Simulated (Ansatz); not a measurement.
# In3SbO4, from a guessed structure to a relaxed one

Starting from a made-up structure for In3SbO4, the aim is the relaxed cell, its shortest contacts and, where a second run follows, its electronic structure.

Program: Ansatz 0.2.0. Level of theory: DFT, PBE, plane-wave PAW, files of the set soft_1, scalar-relativistic, no spin, cell and ions relaxed at zero pressure; PAW set soft_1, in the first sound run; inputs show where later runs differ. Results are calculated unless marked as measured.

### 1. The starting structure

Symmetry: I-43m, No. 217, cubic system. Conventional cell: a = 6.758 Å, b = 6.758 Å, c = 6.758 Å, α = 90.00°, β = 90.00°, γ = 90.00°. Nearest to Sb lie 4 O at 1.93 Å. In has 4 O at 2.76 Å nearest. O has 1 Sb at 1.93 Å nearest. Farther neighbours and most contacts between anions are not listed.

Structure file:

```cif
data_structure
_symmetry_space_group_name_H-M 'I-43m'
_symmetry_Int_Tables_number 217
_cell_length_a 6.7580
_cell_length_b 6.7580
_cell_length_c 6.7580
_cell_angle_alpha 90.000
_cell_angle_beta 90.000
_cell_angle_gamma 90.000
_cell_volume 308.64
loop_
_atom_site_label
_atom_site_type_symbol
_atom_site_symmetry_multiplicity
_atom_site_Wyckoff_symbol
_atom_site_fract_x
_atom_site_fract_y
_atom_site_fract_z
_atom_site_occupancy
Sb1 Sb 2 a 0.00000 0.00000 0.00000 1
In1 In 6 b 0.00000 0.50000 0.00000 1
O1 O 8 c 0.16500 0.83500 0.16500 1
```

### 2. Relaxing cell and atoms

The guess takes its coordinates from another compound and its volume from a rule, so the cell and any free coordinates are relaxed together.

input.yaml

```yaml
crystal:
  lattice:
    - [-3.379, 3.379, 3.379]
    - [3.379, -3.379, 3.379]
    - [3.379, 3.379, -3.379]
  atoms:
    - { symbol: Sb, position: [0.0, 0.0, 0.0] }
    - { symbol: In, position: [0.5, 0.0, 0.5] }
    - { symbol: In, position: [0.0, 0.5, 0.5] }
    - { symbol: In, position: [0.5, 0.5, 0.0] }
    - { symbol: O, position: [0.0, 0.33, 0.0] }
    - { symbol: O, position: [0.67, 0.67, 0.67] }
    - { symbol: O, position: [0.0, 0.0, 0.33] }
    - { symbol: O, position: [0.33, 0.0, 0.0] }
kpoints:
  mp_grid: { grid: [6, 6, 6] }
scf:
  occupations: { method: fermi_dirac, width: 0.05 }
hamiltonian:
  xc: pbe
  pseudopotentials: { kind: paw, azcp: { folder: soft_1 } }
relax:
  f_tol: 0.015
  max_steps: 70
  cell: {}
output:
  forces: true
  stress: true
```

Command:

```console
$ ansatz run input.yaml --threads 4 --pin off --max-ram 10240MiB --backend cpu --events-out ev --progress --plain --runs-dir out
```

Numbers of over 12 decimals in the logs are rounded to 6 here.

The log of the run:

```text
Engine: ansatz 0.2.0, aarch64-unknown-linux-gnu
Pseudopotentials: kind: paw
Pseudopotential: Sb, paw, valence charge 15, recommended cutoff 420 eV (normal), soft_1/Sb.paw.azcp
Pseudopotential: In, paw, valence charge 13, recommended cutoff 420 eV (normal), soft_1/In.paw.azcp
Pseudopotential: O, paw, valence charge 6, recommended cutoff 420 eV (normal), soft_1/O.paw.azcp
Functional definition: PBE
  parameter kappa = 0.804
  parameter beta = 0.066725
  exchange = pbe_x(kappa = kappa, mu = beta*pi^2/3)
  correlation = pbe_c(beta = beta)
Crystal: 8 atoms, lattice volume = 154.321 Å³
Basis set: ecut = 420 eV, 3043 PW (Γ), exchange–correlation on 80×80×80 points (8 copies of the dense FFT grid, shifted against one another)
Bands: 47, of which v1, the nominal top of the filled ones, is band 39 counted from 1 (38 counted from 0)
Symmetry: 24 space group operations
Space group: I-43m (ITA 217), of the structure as read, at distance tolerance 5.4e-5 Å
k-points: 16 of 216 (time reversal used)
Non-local potential: Sb, projectors of the file, l = 0: 2, l = 1: 2, l = 2: 2, l = 3: 1
Non-local potential: In, projectors of the file, l = 0: 2, l = 1: 2, l = 2: 2, l = 3: 1
Non-local potential: O, projectors of the file, l = 0: 2, l = 1: 2, l = 2: 1
PAW form: soft (Blöchl's): semilocal exchange-correlation on the pseudo side does not see the compensation charge
PAW one-centre angular grid: Sb, 590 points (default); XC on 64 Gauss nodes
PAW one-centre angular grid: In, 590 points (default); XC on 64 Gauss nodes
PAW one-centre angular grid: O, 110 points (default); XC on 64 Gauss nodes
Initial density: superposition of atomic densities (chi_scale 0.1, normalization cell, long waves kept (reshape's long-wave potential 0.11 eV rms))
Initial wavefunctions: pseudopotential atomic-orbital guess
Functional: x = pbe(κ = 0.804, μ = 0.219515), c = pbe(β = 0.066725)
SCF iter   1: F=—  HF=-25545.671375 eV  |F-HF|=—  |Δ(HF+E_count)|=         —  Δρ=5.20e-2  dr2=5.02e0  ethr=3.10e-3  ⟨swp⟩=6.2  Hψ=3118  notcnv=0  defer=1
preconditioner: auto → Resta (q_TF=auto, 2.435 Å⁻¹)  ε∞=4.1  [insulator: Δε(μ)=0.615 eV  Ē_g=14.049 eV  σ=0.050 eV  W_gap=1.00  n_scr=42 (ndim 8)  ℏωp=24.6 eV  f_vac=0.000  D(μ)=0.00/eV (n_scr^D=0)  ε∞_Penn≈4.1]
SCF iter   2: F=—  HF=-25544.420295 eV  |F-HF|=—  |Δ(HF+E_count)|=    1.25e0  Δρ=2.30e-2  dr2=1.18e0  ethr=3.10e-3  ⟨swp⟩=2.5  Hψ=1467  notcnv=0  defer=39
SCF iter   3: F=—  HF=-25544.095831 eV  |F-HF|=—  |Δ(HF+E_count)|=   3.24e-1  Δρ=5.59e-3  dr2=8.03e-2  ethr=1.51e-3  ⟨swp⟩=3.1  Hψ=1087  notcnv=0  defer=39
SCF iter   4: F=—  HF=-25544.081612 eV  |F-HF|=—  |Δ(HF+E_count)|=   1.42e-2  Δρ=1.30e-3  dr2=3.52e-3  ethr=1.03e-4  ⟨swp⟩=3.8  Hψ=1422  notcnv=0  defer=36
SCF iter   5: F=—  HF=-25544.083525 eV  |F-HF|=—  |Δ(HF+E_count)|=   1.91e-3  Δρ=3.31e-4  dr2=1.91e-4  ethr=4.51e-6  ⟨swp⟩=2.1  Hψ=967  notcnv=0  defer=36
SCF iter   6: F=—  HF=-25544.083657 eV  |F-HF|=—  |Δ(HF+E_count)|=   1.32e-4  Δρ=9.73e-5  dr2=1.22e-5  ethr=2.45e-7  ⟨swp⟩=2.0  Hψ=1340  notcnv=0  defer=36
SCF iter   7: F=—  HF=-25544.083698 eV  |F-HF|=—  |Δ(HF+E_count)|=   4.14e-5  Δρ=2.77e-5  dr2=9.88e-7  ethr=1.56e-8  ⟨swp⟩=2.0  Hψ=1339  notcnv=0  defer=36
SCF iter   8: F=-25544.083700 eV  HF=-25544.083700 eV  |F-HF|=8.32e-9  |Δ(HF+E_count)|=   1.85e-6  Δρ=5.84e-6  dr2=3.75e-8  ethr=1.28e-10  ⟨swp⟩=5.0  Hψ=2843  notcnv=0
SCF 1 converged in 8 iterations: F = -25544.083700 eV  dr2 = 3.75e-8
  greatest PAW one-centre occupation: 0.997 electrons in one spin orbital (limit 2), on the Sb atom at site 0 (counted from 0), in its partial waves of l = 2
relax step   1: F+E_penalty+E_count = -25544.08369992 eV  Δ(F+E_penalty+E_count) = +0.000e0 eV  max|allowed force component| = 2.699e-1 eV/Å  Δτ_max = 0.0000 Å  P = +0.707 GPa  Ω = 154.321 Å³  (8 SCF iters, dr2 threshold 1.00e-7 eV, accepted)
Crystal: 8 atoms, lattice volume = 171.746 Å³
Basis set: ecut = 420 eV, 3367 PW (Γ), exchange–correlation on 80×80×80 points (8 copies of the dense FFT grid, shifted against one another)
Initial density: handed on by an earlier stage of this run
Initial wavefunctions: those handed on with the density
iter 1 solved again at ethr=2.95e-4 eV; its pass at ethr=3.10e-3 eV (dr2=2.30e-1 eV) is discarded
SCF iter   1: F=—  HF=-25544.111129 eV  |F-HF|=—  |Δ(HF+E_count)|=         —  Δρ=1.37e-2  dr2=2.31e-1  ethr=2.95e-4  ⟨swp⟩=1.6  Hψ=4228  notcnv=0
preconditioner: auto → Resta (q_TF=auto, 2.392 Å⁻¹)  ε∞=4.1  [insulator: Δε(μ)=1.575 eV  Ē_g=13.194 eV  σ=0.050 eV  W_gap=1.00  n_scr=42 (ndim 8)  ℏωp=23.4 eV  f_vac=0.053  D(μ)=0.00/eV (n_scr^D=0)  ε∞_Penn≈4.1]
SCF iter   2: F=—  HF=-25544.070505 eV  |F-HF|=—  |Δ(HF+E_count)|=   4.06e-2  Δρ=6.15e-3  dr2=4.92e-2  ethr=2.95e-4  ⟨swp⟩=3.0  Hψ=1120  notcnv=0
SCF iter   3: F=—  HF=-25544.063775 eV  |F-HF|=—  |Δ(HF+E_count)|=   6.73e-3  Δρ=2.97e-3  dr2=1.52e-2  ethr=6.31e-5  ⟨swp⟩=2.1  Hψ=1159  notcnv=0  defer=23
SCF iter   4: F=—  HF=-25544.060917 eV  |F-HF|=—  |Δ(HF+E_count)|=   2.86e-3  Δρ=6.05e-4  dr2=5.69e-4  ethr=1.94e-5  ⟨swp⟩=2.0  Hψ=1017  notcnv=0  defer=23
SCF iter   5: F=—  HF=-25544.061159 eV  |F-HF|=—  |Δ(HF+E_count)|=   2.42e-4  Δρ=1.72e-4  dr2=6.70e-5  ethr=7.30e-7  ⟨swp⟩=2.0  Hψ=1308  notcnv=0  defer=23
SCF iter   6: F=—  HF=-25544.061204 eV  |F-HF|=—  |Δ(HF+E_count)|=   4.53e-5  Δρ=4.52e-5  dr2=3.06e-6  ethr=8.59e-8  ⟨swp⟩=2.0  Hψ=1314  notcnv=0  defer=23
SCF iter   7: F=-25544.061212 eV  HF=-25544.061212 eV  |F-HF|=2.66e-7  |Δ(HF+E_count)|=   7.76e-6  Δρ=8.96e-6  dr2=1.68e-7  ethr=1.03e-9  ⟨swp⟩=5.0  Hψ=2792  notcnv=0
SCF 2 converged in 7 iterations: F = -25544.061212 eV  dr2 = 1.68e-7
relax step   2: F+E_penalty+E_count = -25544.06121188 eV  Δ(F+E_penalty+E_count) = +2.249e-2 eV  max|allowed force component| = 8.083e-2 eV/Å  Δτ_max = 0.0865 Å  P = -1.544 GPa  Ω = 171.746 Å³  energy of the carried Pulay correction = -2.141e-2 eV  (7 SCF iters, dr2 threshold 8.00e-7 eV, rejected (line search))
Crystal: 8 atoms, lattice volume = 159.195 Å³
Basis set: ecut = 420 eV, 3103 PW (Γ), exchange–correlation on 80×80×80 points (8 copies of the dense FFT grid, shifted against one another)
iter 1 solved again at ethr=4.98e-5 eV; its pass at ethr=3.10e-3 eV (dr2=3.88e-2 eV) is discarded
SCF iter   1: F=—  HF=-25544.129628 eV  |F-HF|=—  |Δ(HF+E_count)|=         —  Δρ=4.93e-3  dr2=3.94e-2  ethr=4.98e-5  ⟨swp⟩=2.1  Hψ=3854  notcnv=0
preconditioner: auto → Resta (q_TF=auto, 2.422 Å⁻¹)  ε∞=4.3  [insulator: Δε(μ)=1.224 eV  Ē_g=13.459 eV  σ=0.050 eV  W_gap=1.00  n_scr=42 (ndim 8)  ℏωp=24.3 eV  f_vac=0.017  D(μ)=0.00/eV (n_scr^D=0)  ε∞_Penn≈4.3]
SCF iter   2: F=—  HF=-25544.122273 eV  |F-HF|=—  |Δ(HF+E_count)|=   7.36e-3  Δρ=2.60e-3  dr2=1.27e-2  ethr=4.98e-5  ⟨swp⟩=2.1  Hψ=868  notcnv=0
SCF iter   3: F=—  HF=-25544.120173 eV  |F-HF|=—  |Δ(HF+E_count)|=   2.10e-3  Δρ=1.81e-3  dr2=4.95e-3  ethr=1.63e-5  ⟨swp⟩=2.0  Hψ=1391  notcnv=0
SCF iter   4: F=—  HF=-25544.119189 eV  |F-HF|=—  |Δ(HF+E_count)|=   9.85e-4  Δρ=3.69e-4  dr2=2.02e-4  ethr=6.34e-6  ⟨swp⟩=2.0  Hψ=975  notcnv=0
SCF iter   5: F=—  HF=-25544.119275 eV  |F-HF|=—  |Δ(HF+E_count)|=   8.65e-5  Δρ=8.37e-5  dr2=1.21e-5  ethr=2.59e-7  ⟨swp⟩=2.0  Hψ=1142  notcnv=0
SCF iter   6: F=—  HF=-25544.119313 eV  |F-HF|=—  |Δ(HF+E_count)|=   3.82e-5  Δρ=2.35e-5  dr2=7.58e-7  ethr=1.56e-8  ⟨swp⟩=2.0  Hψ=1243  notcnv=0
SCF iter   7: F=—  HF=-25544.119316 eV  |F-HF|=—  |Δ(HF+E_count)|=   2.33e-6  Δρ=5.28e-6  dr2=4.62e-8  ethr=9.71e-10  ⟨swp⟩=2.0  Hψ=1292  notcnv=0
SCF iter   8: F=—  HF=-25544.119316 eV  |F-HF|=—  |Δ(HF+E_count)|=   6.99e-8  Δρ=9.98e-7  dr2=1.37e-9  ethr=5.92e-11  ⟨swp⟩=2.0  Hψ=1278  notcnv=0
SCF iter   9: F=—  HF=-25544.119316 eV  |F-HF|=—  |Δ(HF+E_count)|=   2.41e-9  Δρ=2.46e-7  dr2=8.78e-11  ethr=1.76e-12  ⟨swp⟩=2.0  Hψ=1376  notcnv=0
SCF iter  10: F=-25544.119316 eV  HF=-25544.119316 eV  |F-HF|=1.46e-11  |Δ(HF+E_count)|=  3.64e-11  Δρ=6.09e-8  dr2=5.98e-12  ethr=1.00e-12  ⟨swp⟩=4.2  Hψ=2683  notcnv=0
SCF 3 converged in 10 iterations: F = -25544.119316 eV  dr2 = 5.98e-12
relax step   3: F+E_penalty+E_count = -25544.11931575 eV  Δ(F+E_penalty+E_count) = -3.562e-2 eV  max|allowed force component| = 2.459e-1 eV/Å  Δτ_max = 0.0533 Å  P = +1.606 GPa  Ω = 159.195 Å³  energy of the carried Pulay correction = -6.229e-3 eV  (10 SCF iters, accepted)
Crystal: 8 atoms, lattice volume = 161.688 Å³
iter 1 solved again at ethr=9.32e-6 eV; its pass at ethr=3.10e-3 eV (dr2=7.27e-3 eV) is discarded
SCF iter   1: F=—  HF=-25544.135908 eV  |F-HF|=—  |Δ(HF+E_count)|=         —  Δρ=2.60e-3  dr2=7.46e-3  ethr=9.32e-6  ⟨swp⟩=1.9  Hψ=3746  notcnv=0
preconditioner: auto → Resta (q_TF=auto, 2.416 Å⁻¹)  ε∞=4.3  [insulator: Δε(μ)=1.273 eV  Ē_g=13.340 eV  σ=0.050 eV  W_gap=1.00  n_scr=42 (ndim 8)  ℏωp=24.1 eV  f_vac=0.028  D(μ)=0.00/eV (n_scr^D=0)  ε∞_Penn≈4.3]
SCF iter   2: F=—  HF=-25544.134600 eV  |F-HF|=—  |Δ(HF+E_count)|=   1.31e-3  Δρ=9.28e-4  dr2=9.66e-4  ethr=9.32e-6  ⟨swp⟩=2.1  Hψ=1328  notcnv=0
SCF iter   3: F=—  HF=-25544.134505 eV  |F-HF|=—  |Δ(HF+E_count)|=   9.50e-5  Δρ=4.42e-4  dr2=2.16e-4  ethr=1.24e-6  ⟨swp⟩=2.0  Hψ=950  notcnv=0
SCF iter   4: F=—  HF=-25544.134578 eV  |F-HF|=—  |Δ(HF+E_count)|=   7.27e-5  Δρ=7.16e-5  dr2=1.45e-5  ethr=2.77e-7  ⟨swp⟩=2.9  Hψ=1392  notcnv=0
SCF iter   5: F=—  HF=-25544.134582 eV  |F-HF|=—  |Δ(HF+E_count)|=   4.91e-6  Δρ=2.01e-5  dr2=9.08e-7  ethr=1.85e-8  ⟨swp⟩=2.0  Hψ=1376  notcnv=0
SCF iter   6: F=-25544.134583 eV  HF=-25544.134583 eV  |F-HF|=6.57e-8  |Δ(HF+E_count)|=   8.05e-7  Δρ=4.99e-6  dr2=4.50e-8  ethr=1.03e-9  ⟨swp⟩=4.9  Hψ=2634  notcnv=0
SCF 4 converged in 6 iterations: F = -25544.134583 eV  dr2 = 4.50e-8
relax step   4: F+E_penalty+E_count = -25544.13458333 eV  Δ(F+E_penalty+E_count) = -1.527e-2 eV  max|allowed force component| = 1.497e-2 eV/Å  Δτ_max = 0.0079 Å  P = -0.020 GPa  Ω = 161.688 Å³  energy of the carried Pulay correction = -9.341e-3 eV  (6 SCF iters, dr2 threshold 8.00e-7 eV, accepted)
Initial wavefunctions: pseudopotential atomic-orbital guess (no wavefunctions were taken with the density)
iter 1 solved again at ethr=1.37e-7 eV; its pass at ethr=3.10e-3 eV (dr2=1.07e-4 eV) is discarded
SCF iter   1: F=—  HF=-25544.146130 eV  |F-HF|=—  |Δ(HF+E_count)|=         —  Δρ=2.77e-4  dr2=1.63e-5  ethr=1.37e-7  ⟨swp⟩=3.6  Hψ=5542  notcnv=0
preconditioner: auto → Resta (q_TF=auto, 2.416 Å⁻¹)  ε∞=4.3  [insulator: Δε(μ)=1.287 eV  Ē_g=13.347 eV  σ=0.050 eV  W_gap=1.00  n_scr=42 (ndim 8)  ℏωp=24.1 eV  f_vac=0.027  D(μ)=0.00/eV (n_scr^D=0)  ε∞_Penn≈4.3]
SCF iter   2: F=—  HF=-25544.146509 eV  |F-HF|=—  |Δ(HF+E_count)|=   3.80e-4  Δρ=1.32e-4  dr2=5.47e-6  ethr=2.09e-8  ⟨swp⟩=2.0  Hψ=1296  notcnv=0
SCF iter   3: F=—  HF=-25544.146602 eV  |F-HF|=—  |Δ(HF+E_count)|=   9.30e-5  Δρ=6.00e-5  dr2=6.94e-7  ethr=7.02e-9  ⟨swp⟩=2.0  Hψ=955  notcnv=0
SCF iter   4: F=—  HF=-25544.146622 eV  |F-HF|=—  |Δ(HF+E_count)|=   1.99e-5  Δρ=3.13e-6  dr2=5.33e-9  ethr=8.89e-10  ⟨swp⟩=2.0  Hψ=1296  notcnv=0
SCF iter   5: F=—  HF=-25544.146622 eV  |F-HF|=—  |Δ(HF+E_count)|=   5.84e-9  Δρ=9.47e-7  dr2=1.17e-9  ethr=6.84e-12  ⟨swp⟩=2.0  Hψ=1278  notcnv=0
SCF iter   6: F=-25544.146622 eV  HF=-25544.146622 eV  |F-HF|=1.09e-10  |Δ(HF+E_count)|=   1.82e-9  Δρ=1.88e-7  dr2=7.77e-11  ethr=1.00e-12  ⟨swp⟩=3.4  Hψ=3119  notcnv=0
SCF 5 converged in 6 iterations: F = -25544.146622 eV  dr2 = 7.77e-11
relax step   5: F+E_penalty+E_count = -25544.14662210 eV  Δ(F+E_penalty+E_count) = -1.204e-2 eV  max|allowed force component| = 1.492e-2 eV/Å  Δτ_max = 0.0000 Å  P = +0.106 GPa  Ω = 161.688 Å³  stress off target by 1.06e-1 GPa  SCF on the basis re-selected at this cell (its energy is not comparable with the rows above)  (6 SCF iters)
basis re-selected at this cell: Δ(F+E_penalty+E_count) = -1.204e-2 eV, ΔP = +0.126 GPa vs the last step (what re-selecting the basis moved, of the pressure what is left beyond the Pulay correction that the steps carried, after the strain that the cell walked since its last selection, with what the two solves' SCF thresholds leave and, on support functions, any second-order correction that the steps lacked; it is no m [...]
Crystal: 8 atoms, lattice volume = 162.422 Å³
iter 1 solved again at ethr=4.64e-7 eV; its pass at ethr=3.10e-3 eV (dr2=3.62e-4 eV) is discarded
SCF iter   1: F=—  HF=-25544.146198 eV  |F-HF|=—  |Δ(HF+E_count)|=         —  Δρ=5.60e-4  dr2=3.69e-4  ethr=4.64e-7  ⟨swp⟩=2.1  Hψ=3314  notcnv=0
preconditioner: auto → Resta (q_TF=auto, 2.414 Å⁻¹)  ε∞=4.2  [insulator: Δε(μ)=1.306 eV  Ē_g=13.337 eV  σ=0.050 eV  W_gap=1.00  n_scr=42 (ndim 8)  ℏωp=24.0 eV  f_vac=0.027  D(μ)=0.00/eV (n_scr^D=0)  ε∞_Penn≈4.2]
SCF iter   2: F=—  HF=-25544.146138 eV  |F-HF|=—  |Δ(HF+E_count)|=   6.01e-5  Δρ=2.60e-4  dr2=8.03e-5  ethr=4.64e-7  ⟨swp⟩=2.0  Hψ=979  notcnv=0
SCF iter   3: F=—  HF=-25544.146173 eV  |F-HF|=—  |Δ(HF+E_count)|=   3.57e-5  Δρ=1.26e-4  dr2=2.46e-5  ethr=1.03e-7  ⟨swp⟩=2.0  Hψ=1093  notcnv=0
SCF iter   4: F=—  HF=-25544.146160 eV  |F-HF|=—  |Δ(HF+E_count)|=   1.39e-5  Δρ=2.29e-5  dr2=8.35e-7  ethr=3.15e-8  ⟨swp⟩=2.0  Hψ=966  notcnv=0
SCF iter   5: F=—  HF=-25544.146160 eV  |F-HF|=—  |Δ(HF+E_count)|=   3.54e-7  Δρ=6.29e-6  dr2=8.15e-8  ethr=1.07e-9  ⟨swp⟩=2.0  Hψ=1203  notcnv=0
SCF iter   6: F=-25544.146160 eV  HF=-25544.146160 eV  |F-HF|=6.07e-9  |Δ(HF+E_count)|=   6.68e-8  Δρ=1.59e-6  dr2=4.09e-9  ethr=3.60e-11  ⟨swp⟩=4.9  Hψ=2787  notcnv=0
SCF 6 converged in 6 iterations: F = -25544.146160 eV  dr2 = 4.09e-9
relax step   6: F+E_penalty+E_count = -25544.14616000 eV  Δ(F+E_penalty+E_count) = +4.621e-4 eV  max|allowed force component| = 7.064e-4 eV/Å  Δτ_max = 0.0036 Å  P = +0.015 GPa  Ω = 162.422 Å³  energy of the carried Pulay correction = -9.344e-4 eV  (6 SCF iters, dr2 threshold 2.81e-8 eV, accepted)
iter 1 solved again at ethr=1.04e-7 eV; its pass at ethr=3.10e-3 eV (dr2=8.08e-5 eV) is discarded
SCF iter   1: F=—  HF=-25544.147000 eV  |F-HF|=—  |Δ(HF+E_count)|=         —  Δρ=1.97e-5  dr2=8.86e-8  ethr=1.04e-7  ⟨swp⟩=3.6  Hψ=5565  notcnv=0
preconditioner: auto → Resta (q_TF=auto, 2.414 Å⁻¹)  ε∞=4.2  [insulator: Δε(μ)=1.299 eV  Ē_g=13.338 eV  σ=0.050 eV  W_gap=1.00  n_scr=42 (ndim 8)  ℏωp=24.0 eV  f_vac=0.027  D(μ)=0.00/eV (n_scr^D=0)  ε∞_Penn≈4.2]
SCF iter   2: F=—  HF=-25544.147045 eV  |F-HF|=—  |Δ(HF+E_count)|=   4.53e-5  Δρ=9.76e-6  dr2=2.25e-8  ethr=1.14e-10  ⟨swp⟩=2.6  Hψ=1372  notcnv=0
SCF iter   3: F=—  HF=-25544.147045 eV  |F-HF|=—  |Δ(HF+E_count)|=   5.46e-8  Δρ=1.23e-6  dr2=6.39e-10  ethr=2.89e-11  ⟨swp⟩=2.0  Hψ=1296  notcnv=0
SCF iter   4: F=—  HF=-25544.147045 eV  |F-HF|=—  |Δ(HF+E_count)|=   1.22e-9  Δρ=1.98e-7  dr2=9.17e-11  ethr=1.00e-12  ⟨swp⟩=5.0  Hψ=2949  notcnv=0
SCF iter   5: F=-25544.147045 eV  HF=-25544.147045 eV  |F-HF|=7.28e-12  |Δ(HF+E_count)|=  1.38e-10  Δρ=1.16e-7  dr2=2.25e-11  ethr=1.00e-12  ⟨swp⟩=4.9  Hψ=2641  notcnv=0
SCF 7 converged in 5 iterations: F = -25544.147045 eV  dr2 = 2.25e-11
relax step   7: F+E_penalty+E_count = -25544.14704501 eV  Δ(F+E_penalty+E_count) = -8.850e-4 eV  max|allowed force component| = 7.356e-4 eV/Å  Δτ_max = 0.0000 Å  P = +0.019 GPa  Ω = 162.422 Å³  stress off target by 1.88e-2 GPa  SCF on the basis re-selected at this cell (its energy is not comparable with the rows above)  (5 SCF iters)
basis re-selected at this cell: Δ(F+E_penalty+E_count) = -8.850e-4 eV, ΔP = +0.004 GPa vs the last step (what re-selecting the basis moved, of the pressure what is left beyond the Pulay correction that the steps carried, after the strain that the cell walked since its last selection, with what the two solves' SCF thresholds leave and, on support functions, any second-order correction that the steps lacked; it is no m [...]
SCF converged after 5 iterations
Free energy (F): -25544.147045 eV
Harris-Foulkes:  -25544.147045 eV  (|F-HF|=7.28e-12)
Internal energy: -25544.147045 eV  (E = F + TS)
E sigma→0 (E₀):  -25544.147045 eV
Entropy (-TS):   -0.000000 eV (-0.000 meV/atom)
Fermi energy:    7.111114 eV
--- Per-component energies (eV) ---
  E_band       = -422.875077
  E_kinetic    = 1470.760489
  E_local      = -6806.778657  (includes V_loc(G=0)·N_el)
  E_nonlocal   = 1583.468222
  E_hartree    = 2695.048536
  E_xc         = -814.289475
  E_vxc        = -722.911633  (∫ρ·V_xc dr)
  E_paw        = -17807.318267  (= ΣΔE_a)
  E_vpaw       = -1337.514328  (= ΣTr[D̂ρ^β])
  E_aug_tail   = 0.003520  (compensation charges beyond the density's cutoff)
  E_ewald      = -5865.041414
  E_smearing   = -0.000000  (= −TS)
  E_closure    = -0.000000  (closes the sum)
  Σ components = -25544.147045   (vs F -25544.147045, Δ=0.00e0)
--- Forces (eV/Å), atoms counted from 1 ---
  atom   1  Sb     0.00000000    -0.00000000    -0.00000000
  atom   2  In     0.00000000     0.00000000    -0.00000000
  atom   3  In     0.00000000    -0.00000000     0.00000000
  atom   4  In    -0.00000000     0.00000000    -0.00000000
  atom   5  O     -0.00073561     0.00073561    -0.00073561
  atom   6  O      0.00073561     0.00073561     0.00073561
  atom   7  O     -0.00073561    -0.00073561     0.00073561
  atom   8  O      0.00073561    -0.00073561    -0.00073561
  max |Σ_I F_I| component: 8.75e-17 eV/Å
--- Stress (GPa, compression-positive) ---
        0.018771      -0.000000      -0.000000
        0.000000       0.018771      -0.000000
        0.000000      -0.000000       0.018771
  P = ⅓ Tr σ = 0.0188 GPa (0.188 kbar)
--- Relaxed structure (5 steps of the walk, 4 accepted, 2 SCFs on fresh bases) ---
  F+E_penalty+E_count = -25544.14704501 eV   max|allowed force component| = 7.356e-4 eV/Å   (the final SCF, on the basis selected at the relaxed cell)
  cell:  # Å, volume = 162.4225 Å³
    - [-3.437126, 3.437126, 3.437126]
    - [3.437126, -3.437126, 3.437126]
    - [3.437126, 3.437126, -3.437126]
  atoms:
    - { symbol: Sb, position: [0, 0, 0] }
    - { symbol: In, position: [0.5, 0, 0.5] }
    - { symbol: In, position: [0, 0.5, 0.5] }
    - { symbol: In, position: [0.5, 0.5, 0] }
    - { symbol: O, position: [0.0, 0.321628, 0.0] }
    - { symbol: O, position: [0.678372, 0.678372, 0.678372] }
    - { symbol: O, position: [0.0, 0.0, 0.321628] }
    - { symbol: O, position: [0.321628, 0.0, 0.0] }
```

Elapsed: 17 s, on 4 threads of Arm Neoverse V2, shared host; peak memory 0.49 GiB; 63 s of CPU time.

[end of part 1 of 2]

[Logs are printed without paths, hosts, clocks, repeated set-up lines and the standing remarks that a program may print on its own settings, such as how far it seeks lower states.]

[Hosts, paths, dates, database ids (printed as entryN), source tags and the programs' standing remarks are cut or masked in the printed files.]
